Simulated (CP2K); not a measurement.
Two runs for the F K edge of chlorine monofluoride. Run A: CP2K XAS_TDP, all-electron GAPW, PBEh(45%), aug-pc-2, TDA, no relativity. Run B differs in one setting.

First lines with a strength over 0.0015. A:

```csv
atom,energy (eV),states,"strength, one atom"
F1 (bonded to Cl),677.06,1,0.0509
,685.43,1,0.0030
,686.47,2,0.0038
,687.61,2,0.0128
,690.72,1,0.0037
```

B:

```
             atom  energy (eV)  states  strength, one atom
F1 (bonded to Cl)       681.86       1              0.0505
                        690.23       1              0.0030
                        691.27       2              0.0038
                        692.41       2              0.0127
                        695.52       1              0.0037
```

**Question.** Which was it: scalar relativity switched on, the functional, GW2X switched on, the basis?

GW2X switched on. GW2X shifts an atom's lines together and keeps their spacings. Against PBEh(45%) in aug-pc-2, the leading line moves by +4.80 eV, to 681.86 eV.

[Banner, clock and machine lines of the logs are left out without a mark of their own.]

[Logs are printed without paths, hosts, clocks, repeated set-up lines and the standing remarks that a program may print on its own settings, such as how far it seeks lower states.]

[Hosts, paths, dates, database ids (printed as entryN), source tags and the programs' standing remarks are cut or masked in the printed files.]
